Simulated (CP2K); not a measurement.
Consider isocyanobenzene at its PBE geometry (Å).

```xyz
13

C     3.5702    0.6685   -0.1398
N     2.4049    0.4544   -0.0961
C     1.0423    0.1976   -0.0418
C     0.1366    1.2666    0.0321
C    -1.2316    0.9988    0.0871
C    -1.6960   -0.3203    0.0696
C    -0.7857   -1.3794   -0.0060
C     0.5853   -1.1289   -0.0620
H     0.5139    2.2877    0.0445
H    -1.9380    1.8265    0.1426
H    -2.7657   -0.5219    0.1141
H    -1.1435   -2.4083   -0.0229
H     1.3074   -1.9412   -0.1215
```

Method: CP2K XAS_TDP, all-electron GAPW, PBEh(45%), aug-cc-pVDZ, TDA, no relativity.

Question: Predict the bright core excitations at the C K edge.

Leading lines: C1 281.37 eV, C3 282.77 eV, C4 281.33 eV, C5 281.42 eV and C6 281.25 eV. The leading line of an atom is its first one with 35 % of the strongest within 2.5 eV of its lowest line over the strength cut. 

The first six lines of each atom with a strength over 0.0015:

| atom | energy (eV) | states | strength, one atom |
| --- | --- | --- | --- |
| C1 (bonded to N) | 281.37 | 1 | 0.0648 |
|  | 281.69 | 1 | 0.0716 |
|  | 286.20 | 1 | 0.0039 |
|  | 286.59 | 1 | 0.0017 |
|  | 287.18 | 1 | 0.0058 |
|  | 288.27 | 1 | 0.0041 |
| C3 (bonded to 2 C and N) | 282.77 | 1 | 0.0480 |
|  | 286.55 | 1 | 0.0071 |
|  | 287.14 | 1 | 0.0076 |
|  | 287.39 | 1 | 0.0165 |
|  | 288.05 | 1 | 0.0016 |
|  | 288.14 | 1 | 0.0028 |
| C4 (bonded to 2 C and H), 2 alike | 281.33 | 1 | 0.0514 |
|  | 284.73 | 1 | 0.0123 |
|  | 285.66 | 1 | 0.0041 |
|  | 285.87 | 1 | 0.0021 |
|  | 286.27 | 1 | 0.0026 |
|  | 286.44 | 1 | 0.0022 |
| C5 (bonded to 2 C and H), 2 alike | 281.42 | 1 | 0.0526 |
|  | 284.52 | 1 | 0.0114 |
|  | 285.65 | 1 | 0.0017 |
|  | 286.22 | 1 | 0.0063 |
|  | 286.25 | 1 | 0.0023 |
|  | 287.46 | 1 | 0.0070 |
| C6 (bonded to 2 C and H) | 281.25 | 1 | 0.0510 |
|  | 284.47 | 1 | 0.0113 |
|  | 285.70 | 1 | 0.0034 |
|  | 286.21 | 1 | 0.0088 |
|  | 287.45 | 1 | 0.0053 |
|  | 288.20 | 1 | 0.0044 |

Lines are vertical, at one geometry, with no vibrational structure. Without a correction of the core level, line positions, and the gaps between valence and Rydberg lines, follow the share of exact exchange. At this level such K lines come out 3 to 6 eV under measured ones. These values hold no scalar relativity, about 0.1 eV for C 1s. Rydberg lines, and the discretised continuum above threshold, depend on the basis and the box.

[Banner, clock and machine lines of the logs are left out without a mark of their own.]

[Logs are printed without paths, hosts, clocks, repeated set-up lines and the standing remarks that a program may print on its own settings, such as how far it seeks lower states.]

[Hosts, paths, dates, database ids (printed as entryN), source tags and the programs' standing remarks are cut or masked in the printed files.]
